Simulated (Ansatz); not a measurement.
# From PBEsol to G0W0: MoSeS (layered bulk) (P6_3mc), part 2 of 3

Wanted: the gap of MoSeS (layered bulk) (P6_3mc) with a many-body correction, and the time that it takes.

Ansatz 0.2.0; PBEsol, then G0W0 on it, plane waves, PAW. Known limits of the many-body steps: finite bands, screening cutoff and k mesh; no spin-orbit coupling in G0W0.

So far. Step 2 (Relaxing the structure): The program's warnings for this run: band table not solved further. The relaxed cell has a = 3.167, c = 12.010 Å (conventional setting).

The structure was built from a prototype and need not be the compound's stable phase.

### Step 3. The PBEsol band structure

Levels along a band path and on the mesh show where this functional puts the band edges.

This step: DFT, PBEsol, plane waves, PAW; PAW set soft_1.

Input file input.yaml:

```yaml
crystal:
  lattice:
    - [3.1671178746, 0.0, 0.0]
    - [-1.5835589373, 2.7428045362, 0.0]
    - [0.0, 0.0, 12.0096143063]
  atoms:
    - { symbol: Mo, position: [0.3333333333, 0.6666666667, 0.2550024429] }
    - { symbol: S, position: [0.6666666667, 0.3333333333, 0.382195575] }
    - { symbol: Se, position: [0.6666666667, 0.3333333333, 0.1128019821] }
    - { symbol: Mo, position: [0.6666666667, 0.3333333333, 0.7550024429] }
    - { symbol: S, position: [0.3333333333, 0.6666666667, 0.882195575] }
    - { symbol: Se, position: [0.3333333333, 0.6666666667, 0.6128019821] }
kpoints:
  mp_grid: { grid: [12, 12, 2] }
  band_path:
    path:
      - [[0.0, 0.0, 0.0], [0.5, 0.0, 0.0], [0.33333333, 0.33333333, 0.0], [0.0, 0.0, 0.0], [0.0, 0.0, 0.5], [0.5, 0.0, 0.5], [0.33333333, 0.33333333, 0.5], [0.0, 0.0, 0.5]]
      - [[0.5, 0.0, 0.5], [0.5, 0.0, 0.0]]
      - [[0.33333333, 0.33333333, 0.5], [0.33333333, 0.33333333, 0.0]]
    npoints: 10
hamiltonian:
  xc: pbesol
  pseudopotentials: { kind: paw, azcp: { folder: soft_1 }, xc_functional: pbe }
scf:
  occupations: { method: fermi_dirac, width: 0.02 }
  n_extra_bands: 6
output:
  eigenvalues: true
  forces: true
  stress: true
  write_density: true
  write_potential: true
  elf: true
  volumetric_format: npy
```

Command:

```console
> ansatz run input.yaml --threads 2 --pin off --max-ram 92160MiB --backend cuda --events-out ev --progress --plain --runs-dir out --devices 1 --max-vram 13GiB
```

Numbers of over 12 decimals in the logs are rounded to 6 here.

Log:

```text
[...]
GPUs: using 1 of 1 available (devices: 1).
[...]
GPU FFT provider: cuFFT
GPU libraries: cuBLAS 13.8.2, cuFFT 12.4.0, cuSOLVER 12.3.4
Crystal: 6 atoms, lattice volume = 104.325 Å³
Basis set: ecut = 420 eV, 2045 PW (Γ), exchange–correlation on 48×48×162 points (8 copies of the dense FFT grid, shifted against one another)
Bands: 42, of which v1, the nominal top of the filled ones, is band 36 counted from 1 (35 counted from 0)
Symmetry: 12 space group operations
[...]
k-points: 38 of 288
[...]
GPU buffer pool allocated for 46656 grid points (all kernels)
[...]
SCF iter   1: F=—  HF=-22419.913404 eV  |F-HF|=—  |Δ(HF+E_count)|=         —  Δρ=5.25e-2  dr2=5.84e0  ethr=3.10e-3  ⟨swp⟩=8.1  Hψ=6796  notcnv=0
[...]
SCF iter   9: F=-22418.165002 eV  HF=-22418.165002 eV  |F-HF|=2.62e-10  |Δ(HF+E_count)|=   1.15e-7  Δρ=3.99e-6  dr2=9.41e-9  ethr=1.39e-10  ⟨swp⟩=15.9  Hψ=17071  notcnv=0
SCF 1 converged in 9 iterations: F = -22418.165002 eV  dr2 = 9.41e-9
[...]
NSCF: frozen V_eff on 93 k-points
SCF converged after 9 iterations
Free energy (F): -22418.165002 eV
[...]
Internal energy: -22418.165002 eV  (E = F + TS)
E sigma→0 (E₀):  -22418.165002 eV
Entropy (-TS):   -0.000000 eV (-0.000 meV/atom)
Fermi energy:    13.404330 eV
[...]
--- Forces (eV/Å), atoms counted from 1 ---
  atom   1  Mo     0.00000000    -0.00000000    -0.00224551
  atom   2  S      0.00000000     0.00000000    -0.01467885
  atom   3  Se     0.00000000     0.00000000     0.01687236
  atom   4  Mo     0.00000000     0.00000000    -0.00224551
  atom   5  S      0.00000000    -0.00000000    -0.01467885
  atom   6  Se    -0.00000000    -0.00000000     0.01687236
  max |Σ_I F_I| component: 1.04e-4 eV/Å
--- Stress (GPa, compression-positive) ---
        4.107828       0.000000      -0.000000
        0.000000       4.107828       0.000000
       -0.000000       0.000000       4.203833
  P = ⅓ Tr σ = 4.1398 GPa (41.398 kbar)
--- Band table (eV; the first three rows and the last of 38) ---
  k-point 0: bands = [... 32 lower, 11.3658, 11.4702, 12.5415, 13.1714, 15.3652, 15.3652, 15.3690, 15.3690, ... 2 higher]
  k-point 1: bands = [... 32 lower, 11.3226, 11.3226, 12.9902, 12.9902, 15.3596, 15.3596, 15.3596, 15.3596, ... 2 higher]
  k-point 2: bands = [... 32 lower, 11.3343, 11.5449, 12.5759, 12.9200, 15.2384, 15.2785, 15.3263, 15.4072, ... 2 higher]
  k-point 37: bands = [... 32 lower, 10.1639, 10.1639, 12.3643, 12.3643, 14.2500, 14.2500, 15.0788, 15.0788, ... 2 higher]
```

Run time: 9 s. Hardware: 1 × NVIDIA H100 80GB HBM3 (shared by 6 runs) with 2 threads of AMD EPYC 7R13 (Zen 3), shared host; peak memory 1 GiB; 9.1 s of CPU time.

Reading the cycles: dr2 is the Hartree energy of the density residual (eV), the measure of convergence; HF is the Harris–Foulkes estimate of the energy, which meets the free energy F at convergence.

This step gave:

- pressure: 4.140 GPa
- filled bands: 36
- gap: 0.5019 eV
- valence top at: Γ
- conduction bottom at: k = (0.167, 0.167, 0.000)
- least direct gap: 1.695 eV

Over mesh and path the gap is 0.502 eV, from k = Γ to k = (0.167, 0.167, 0.000). The least direct gap found is 1.695 eV, at k = (0.333, 0.333, 0.000). The pressure in this cell is 4 GPa; the cell is kept.

The electronic bands at the labelled points (eV, zero at the top of the highest nominally filled band):

| point | band 33 | band 34 | band 35 | band 36 | band 37 | band 38 | band 39 | band 40 |
| --- | --- | --- | --- | --- | --- | --- | --- | --- |
| Γ | -1.81 | -1.70 | -0.63 | 0.00 | 2.19 | 2.19 | 2.20 | 2.20 |
| halfway | -2.02 | -1.85 | -1.56 | -1.43 | 0.96 | 1.51 | 1.81 | 1.95 |
| M | -1.61 | -1.58 | -1.43 | -1.16 | 1.57 | 1.65 | 1.75 | 2.24 |
| halfway | -2.85 | -2.32 | -1.18 | -0.86 | 1.35 | 1.56 | 1.87 | 2.14 |
| K | -2.65 | -2.65 | -0.93 | -0.62 | 1.07 | 1.07 | 1.21 | 2.67 |
| halfway | -1.90 | -1.80 | -1.43 | -1.36 | 0.50 | 1.48 | 1.62 | 1.72 |
| Γ | -1.81 | -1.70 | -0.63 | 0.00 | 2.19 | 2.19 | 2.20 | 2.20 |
| halfway | -1.82 | -1.82 | -0.43 | -0.04 | 2.19 | 2.19 | 2.19 | 2.19 |
| A | -1.85 | -1.85 | -0.18 | -0.18 | 2.19 | 2.19 | 2.19 | 2.19 |
| halfway | -2.07 | -2.07 | -1.51 | -1.51 | 1.38 | 1.38 | 1.70 | 1.70 |
| L | -1.50 | -1.50 | -1.37 | -1.37 | 1.60 | 1.60 | 2.02 | 2.02 |
| halfway | -2.73 | -2.73 | -1.01 | -1.01 | 1.46 | 1.46 | 2.14 | 2.14 |
| H | -3.01 | -3.01 | -0.81 | -0.81 | 1.08 | 1.08 | 1.91 | 1.91 |
| halfway | -1.93 | -1.93 | -1.42 | -1.42 | 0.95 | 0.95 | 1.77 | 1.77 |
| A | -1.85 | -1.85 | -0.18 | -0.18 | 2.19 | 2.19 | 2.19 | 2.19 |
| jump to L | -1.50 | -1.50 | -1.37 | -1.37 | 1.60 | 1.60 | 2.02 | 2.02 |
| halfway | -1.57 | -1.52 | -1.45 | -1.22 | 1.58 | 1.63 | 1.84 | 2.18 |
| M | -1.61 | -1.58 | -1.43 | -1.16 | 1.57 | 1.65 | 1.75 | 2.24 |
| jump to H | -3.01 | -3.01 | -0.81 | -0.81 | 1.08 | 1.08 | 1.91 | 1.91 |
| halfway | -2.78 | -2.78 | -0.90 | -0.69 | 1.08 | 1.08 | 1.41 | 2.48 |
| K | -2.65 | -2.65 | -0.93 | -0.62 | 1.07 | 1.07 | 1.21 | 2.67 |

Electrostatic potential energy in the ac plane at fractional y = 0.333, with atoms of S and Se and Mo within 0.2 Å of it. With pseudopotentials it is smooth inside the atoms' cores, unlike the true potential.

Values in eV, 24 rows by 16 columns, each cell a mean:
```
 16  16  16  16  16  16  16  17  17  17  17  17  17  17  17  17
 14  12  11  11  11  13  14  16  16  17  17  17  17  17  16  15
 10   7   4   4   5   9  12  13  14  15  15  15  15  15  14  13
 10   9   8   8   9  10  10  10   8   5   3   3   4   7   9  11
  8  11  12  13  12   9   4  -7 -21 -30 -35 -35 -32 -25 -12   1
  3  10  13  13  11   6  -6 -26 -40 -41 -41 -41 -41 -41 -33 -12
  6  11  13  13  12   8  -1 -16 -32 -38 -41 -41 -39 -36 -22  -5
 10  11  11  11  11  10   9   6   0  -6 -10 -10  -7  -2   4   8
  8   5   3   2   4   7  10  12  12  12  12  12  12  13  12  11
  8   4   2   1   3   6  10  13  14  15  16  16  16  15  14  12
 13  11  10  10  11  12  14  15  16  16  17  17  17  16  15  14
 16  16  16  16  16  16  16  17  17  17  17  17  17  17  17  16
 16  17  17  17  17  17  16  15  13  12  11  10  11  13  14  16
 13  16  16  17  16  14  11   4  -8 -18 -22 -23 -20 -12   0   9
 10  14  15  15  15  12   5 -12 -29 -29 -21 -20 -26 -31 -18   1
 10  12  13  13  12  11   8  -2 -17 -26 -27 -27 -27 -21  -7   5
  8   6   4   4   5   7   9   9   7   4   2   1   3   6   9   9
  3  -2  -6  -7  -5   0   6   9  12  13  13  13  13  12  11   8
  6   2  -1  -1   1   4   8  10  11  11  11  11  11  11  11   9
 10  10  10  10  10  10   9   6   1  -2  -3  -3  -3  -1   4   8
  8  12  14  14  13  10   2  -6  -4   7  12  13  10  -1  -7  -1
  8  13  15  15  14  10   1  -7  -2  12  16  16  14   3  -7  -2
 13  15  16  16  15  14  11   5  -1  -3  -2  -2  -3  -2   3   9
 16  17  17  17  17  16  16  15  14  12  11  11  12  13  15  15
```
Columns run along a (3.2 Å; values clipped at the 3rd and 97th percentile), rows up along c (12.0 Å). Atoms in or near the plane, at fractional coordinates: S at (0.67, 0.38), Se at (0.67, 0.11), Mo at (0.67, 0.76).

Valence density in the ac plane at fractional y = 0.333, with atoms of S and Se and Mo within 0.2 Å of it. It is the smooth field of the valence electrons, not physical close to the nuclei.

Ten steps, logarithmic in the rise over the least value, from '_' (0 e/Å³) to '@' (34 e/Å³), each cell a mean:
```
________________________________
__..........____________________
......::........______________..
................................
..............::--==++++++==--::
....____....::==++********++==--
............::--==++****++++--::
................::::----::::....
....::::............______......
......::........______________..
__........______________________
________________________________
________________............____
____________..::::::----::::::..
..________..::::--::....::::::::
....____....::::::::::::::--::::
................::::::::::::....
..::::::::::....................
....::::::......................
..............::::::----::::::..
....____....::::==##@@@@##++--::
..________..::::==##@@@@%%++--::
____________....::--====--::::..
__________________........______
```
Columns run along a (3.2 Å), rows up along c (12.0 Å). Atoms in or near the plane, at fractional coordinates: S at (0.67, 0.38), Se at (0.67, 0.11), Mo at (0.67, 0.76).

### Step 4. The quasiparticle correction

G0W0 replaces the xc potential by a self-energy built once from the orbitals of the start. Levels are corrected in the window of bands that the input names, at points of the mesh.

This step: G0W0 on PBEsol, plane waves, PAW; PAW set soft_1.

input.yaml, the sections that differ from step 3:

```yaml
kpoints:
  mp_grid: { grid: [9, 9, 2] }
scf:
  occupations: { method: fixed }
gw:
  n_empty_bands: 435
  ecut_chi: 150.0
  qp_bands: [v2, c2]
  qp_kpoints: band_edges
  screening: { model: contour_deformation }
# crystal, hamiltonian: as in step 3
# output: removed
```

Log:

```text
GPUs: using 1 of 1 available (devices: 1).
[...]
GPU FFT provider: cuFFT
GPU libraries: cuBLAS 13.8.2, cuFFT 12.4.0, cuSOLVER 12.3.4
Crystal: 6 atoms, lattice volume = 104.325 Å³
Basis set: ecut = 420 eV, 2045 PW (Γ)
Bands: 44, of which v1, the nominal top of the filled ones, is band 36 counted from 1 (35 counted from 0)
Symmetry: 12 space group operations
[...]
k-points: 24 of 162
[...]
GPU buffer pool allocated for 46656 grid points (all kernels)
[...]
SCF iter   1: F=—  HF=-22419.913396 eV  |F-HF|=—  |Δ(HF+E_count)|=         —  Δρ=5.24e-2  dr2=5.83e0  ethr=3.10e-3  ⟨swp⟩=4.9  Hψ=3711  notcnv=0  defer=121
[...]
SCF iter  10: F=-22418.164912 eV  HF=-22418.164912 eV  |F-HF|=5.93e-10  |Δ(HF+E_count)|=   1.03e-7  Δρ=2.51e-6  dr2=4.50e-9  ethr=1.39e-10  ⟨swp⟩=9.9  Hψ=3893  notcnv=0
SCF 1 converged in 10 iterations: F = -22418.164912 eV  dr2 = 4.50e-9
[...]
NSCF: frozen V_eff on 24 k-points, pencils in batches of 32, up to order 176
the band table was solved once the SCF had ended and its energy, with any forces and stress, was formed, with the checks that follow a solve (4147 applications of the Hamiltonian). They found nothing against the state; the energy, forces and stress were not computed again (output.eigenvalues in the input reference)
[...]
G₀W₀ screening: q 1/24
[... further progress lines ...]
[...]
SCF converged after 10 iterations
Free energy (F): -22418.164912 eV
[...]
Internal energy: -22418.164912 eV  (E = F + TS)
E sigma→0 (E₀):  -22418.164912 eV
Fermi energy:    13.171402 eV
[...]
--- Band table (eV; the first three rows and the last of 24) ---
  k-point 0: bands = [... 32 lower, 11.3658, 11.4702, 12.5415, 13.1714, 15.3652, 15.3652, 15.3690, 15.3690, ... 4 higher]
  k-point 1: bands = [... 32 lower, 11.3226, 11.3226, 12.9902, 12.9902, 15.3596, 15.3596, 15.3596, 15.3596, ... 4 higher]
  k-point 2: bands = [... 32 lower, 11.2960, 11.5685, 12.5254, 12.7307, 15.1112, 15.1895, 15.2387, 15.2903, ... 4 higher]
  k-point 23: bands = [... 32 lower, 10.1639, 10.1639, 12.3643, 12.3643, 14.2500, 14.2500, 15.0788, 15.0788, ... 4 higher]
--- G₀W₀: contour deformation, 8 samples at zero and on the imaginary axis and 1 off it, 162 q-points, 435 empty bands' worth ---
  eigenvalues of the whole cell's RPA ε∞ on this k-mesh (on a slab, of 1 + 4πα/V) = 9.7976, 16.3260, 16.3260; static W/v taken at q = 0 is 0.072227
  bands read: the sum over 471 bands ends inside a degenerate multiplet in 12 slots, whose members it reads at an even weight; the widest, k=1: bands 469 to 472 (counted from 1) at 3/4 each
  gw.qp_kpoints: band_edges: 17 of 24 stored k-points solved, in 1 pass; an edge of the gap read off the rows below is read off those points alone
    valence top: of the k-points left out ik 16 came nearest to being solved in a further pass, in band 36 (counted from 1, as in the quasiparticle table): it holds the edge there only if its correction is more favourable than any solved in that band by at least 0.856 eV; those differ by 0.377 eV
    conduction bottom: of the k-points left out ik 15 came nearest to being solved in a further pass, in band 37 (counted from 1, as in the quasiparticle table): it holds the edge there only if its correction is more favourable than any solved in that band by at least 0.663 eV; those differ by 0.242 eV
    ik  band        ε_KS         Σx   Σc(E_QP)       V_xc       Z   E_QP_lin       E_QP  E_QP is
     0    35     12.5415   -18.4109     1.3341   -16.7200  0.7601    12.1831    12.1848  root
     0    36     13.1714   -19.6653     0.2829   -19.3560  0.7463    13.1450    13.1450  root
     0    37     15.3652   -13.9361    -4.3813   -18.6145  0.7424    15.6639    15.6623  root
     0    38     15.3652   -13.9361    -4.3813   -18.6145  0.7424    15.6639    15.6623  root
     1    35     12.9902   -19.3272     0.5875   -18.6306  0.7502    12.8810    12.8811  root
     1    36     12.9902   -19.3272     0.5875   -18.6306  0.7502    12.8810    12.8811  root
     1    37     15.3596   -13.8833    -4.3705   -18.5370  0.7407    15.6444    15.6429  root
     1    38     15.3596   -13.8833    -4.3705   -18.5370  0.7407    15.6444    15.6429  root
     2    35     12.5254   -18.4793     1.3618   -16.7557  0.7600    12.1620    12.1637  root
     2    36     12.7307   -19.4314     0.5306   -18.8567  0.7464    12.6866    12.6866  root
     2    37     15.1112   -13.9813    -4.3095   -18.5708  0.7441    15.3927    15.3912  root
     2    38     15.1895   -13.8771    -4.2868   -18.4517  0.7510    15.4789    15.4773  root
     3    35     12.6817   -19.2290     0.7619   -18.3437  0.7496    12.5582    12.5584  root
     3    36     12.6817   -19.2290     0.7619   -18.3437  0.7496    12.5582    12.5584  root
     3    37     15.1656   -13.9897    -4.3502   -18.6522  0.7492    15.4799    15.4780  root
     3    38     15.1656   -13.9897    -4.3502   -18.6522  0.7492    15.4799    15.4780  root
     4    35     11.7737   -19.1449     1.0478   -18.0556  0.7376    11.7321    11.7321  root
     4    36     11.9044   -18.7688     1.4470   -17.0607  0.7476    11.6422    11.6433  root
     4    37     14.2107   -13.9528    -4.0201   -18.2716  0.7523    14.5106    14.5094  root
     4    38     14.7756   -14.3183    -4.0925   -18.6843  0.7422    15.0504    15.0490  root
     6    35     11.5218   -19.0107     1.2205   -17.7487  0.7360    11.4801    11.4802  root
     6    36     11.5710   -19.4491     1.4496   -17.7946  0.7483    11.3654    11.3661  root
     6    37     14.2662   -14.4471    -4.2516   -19.0732  0.7447    14.6429    14.6406  root
     6    38     14.5713   -15.3621    -4.3220   -20.0800  0.7363    14.9699    14.9672  root
     8    35     11.7333   -18.4338     1.1599   -17.1572  0.7466    11.6164    11.6166  root
     8    36     11.9613   -18.8084     1.4203   -17.0722  0.7586    11.6440    11.6454  root
     8    37     14.7001   -16.5674    -4.6786   -21.7486  0.7255    15.2081    15.2026  root
     8    38     14.8099   -15.0276    -4.7029   -20.1522  0.7293    15.2356    15.2317  root
    10    35     12.0567   -19.3434     0.9040   -18.3998  0.7403    12.0171    12.0172  root
    10    36     12.2215   -18.7100     1.4190   -16.9706  0.7548    11.8998    11.9012  root
    10    37     14.2610   -13.7918    -3.8909   -17.9432  0.7541    14.5224    14.5215  root
    10    38     14.7814   -14.3005    -4.3614   -19.0568  0.7556    15.1787    15.1762  root
    12    35     11.6951   -19.4988     1.2291   -18.2124  0.7363    11.6378    11.6379  root
    12    36     11.7658   -19.4005     1.3061   -17.9559  0.7430    11.6269    11.6272  root
    12    37     13.7704   -13.8388    -3.8064   -17.9580  0.7557    14.0843    14.0832  root
    12    38     14.7240   -14.6577    -4.3977   -19.4301  0.7420    15.1015    15.0988  root
    13    35     11.7207   -19.5157     1.2265   -18.2150  0.7386    11.6464    11.6465  root
    13    36     11.7207   -19.5157     1.2265   -18.2150  0.7386    11.6464    11.6465  root
    13    37     14.2164   -14.2223    -4.0233   -18.5813  0.7522    14.5537    14.5521  root
    13    38     14.2164   -14.2223    -4.0233   -18.5813  0.7522    14.5537    14.5521  root
[...]
21    35     12.1403   -18.8837     0.6414   -18.2456  0.7441    12.1436    12.1436  root
    21    36     12.1403   -18.8837     0.6414   -18.2456  0.7441    12.1436    12.1436  root
    21    37     14.5025   -15.5775    -4.2346   -20.2094  0.7366    14.9026    14.8997  root
    21    38     14.5025   -15.5775    -4.2346   -20.2094  0.7366    14.9026    14.8997  root
    22    35     12.2435   -18.6609     0.4459   -18.2543  0.7443    12.2829    12.2829  root
    22    36     12.5500   -19.2161     0.2656   -19.0068  0.7451    12.6064    12.6064  root
    22    37     14.2450   -16.1021    -4.0832   -20.6101  0.7370    14.6726    14.6698  root
    22    38     14.2450   -16.1021    -4.0832   -20.6101  0.7370    14.6726    14.6698  root
    23    35     12.3643   -18.8079     0.3510   -18.5049  0.7450    12.4123    12.4123  root
    23    36     12.3643   -18.8079     0.3510   -18.5049  0.7450    12.4123    12.4123  root
    23    37     14.2500   -16.0793    -4.0818   -20.5833  0.7372    14.6750    14.6722  root
    23    38     14.2500   -16.0793    -4.0818   -20.5833  0.7372    14.6750    14.6722  root
```

Run time: 1.8 min. Hardware: 1 × NVIDIA H100 80GB HBM3 (shared by 6 runs) with 2 threads; peak memory 2.4 GiB; 2.8 min of CPU time.

This step gave:

| Property | Result |
| --- | --- |
| bands summed | 471 |
| RPA ε∞ on this mesh (eigenvalues) | 9.798, 16.33, 16.33 |
| plane waves in the screening matrix | 461 |
| q-points in the mesh | 162 |
| G0W0 gap over the corrected points | 0.9382 eV |
| k of the valence top | 0, 0, 0 |
| k of the conduction bottom | 0.1111, 0.2222, 0 |
| starting gap on the mesh | 0.5990 eV |
| Z at the valence top | 0.7463 |
| Z at the conduction bottom | 0.7557 |
| least direct G0W0 gap over the corrected points | 2.063 eV |

Over 17 of 24 irreducible mesh points the G0W0 gap is 0.938 eV, from k = Γ to k = (0.111, 0.222, 0.000). The PBEsol gap of this run on the mesh is 0.599 eV. The two states that bound the G0W0 gap lie that far apart at the start, so the correction of the gap is 0.938 − 0.599 = +0.339 eV. The start of this run differs from the step before in mesh (12×12×2 and 9×9×2).

Labels follow the order of the start: v1 is the top filled band, c1 the lowest empty one; levels that stay degenerate share a row, the window can cut a multiplet, doubted levels are not marked in this list, bands outside the window were not corrected, and the list may be a part of the corrected levels. The levels before and after the correction (eV, zero at the valence-band top of each column):

```
           conduction bottom  valence top
Kohn-Sham               0.60         0.00
     G0W0               0.94         0.00
```

```csv
,level,occupation,energy (eV)
Kohn-Sham,Γ v2,2,-0.630
Kohn-Sham,Γ v1,2,0.000
Kohn-Sham,Γ c1-c2,0,2.194
Kohn-Sham,(0.111 0.222 0) v2,2,-1.476
Kohn-Sham,(0.111 0.222 0) v1,2,-1.406
Kohn-Sham,(0.111 0.222 0) c1,0,0.599
Kohn-Sham,(0.111 0.222 0) c2,0,1.553
G0W0,Γ v2,2,-0.960
G0W0,Γ v1,2,0.000
G0W0,Γ c1-c2,0,2.517
G0W0,(0.111 0.222 0) v2,2,-1.507
G0W0,(0.111 0.222 0) v1,2,-1.518
G0W0,(0.111 0.222 0) c1,0,0.938
G0W0,(0.111 0.222 0) c2,0,1.954
```

The parts of the quasiparticle energy for the two states that bound the G0W0 gap, in eV on the run's own scale (QP = start + Σx + Σc − Vxc, with Σc at the quasiparticle energy):

| edge | k | band | start | Σx | Σc | Vxc | Z | QP |
| --- | --- | --- | --- | --- | --- | --- | --- | --- |
| valence top | Γ | 36 | 13.171 | −19.665 | 0.283 | −19.356 | 0.746 | 13.145 |
| conduction bottom | (0.111, 0.222, 0.000) | 37 | 13.770 | −13.839 | −3.806 | −17.958 | 0.756 | 14.083 |

(Continued in part 3 of 3.)

[Paths, hosts, dates, memory and timing lines, banners, echoed tables and standing remarks are left out of the program output.]

[Logs are printed without paths, hosts, clocks, repeated set-up lines and the standing remarks that a program may print on its own settings, such as how far it seeks lower states.]

[Runs of the session that timed out or met a known fault of the program may be left out.]

[Cells called generated may have been cut or substituted from an entry of the Crystallography Open Database or the Materials Project.]

[Hosts, paths, dates, database ids (printed as entryN), source tags and the programs' standing remarks are cut or masked in the printed files.]

[Where an RPA ε∞ is given, it is that of the G0W0 mesh and is not shown converged in it. Names of k-points follow the symmetry that the program found, which can be lower than the space group named. Band edges on a path are those of the sampled points; other points can move an edge, and change direct to indirect where valleys lie close.]

[Hybrid gaps are those of their k-mesh and are not shown converged in it.]
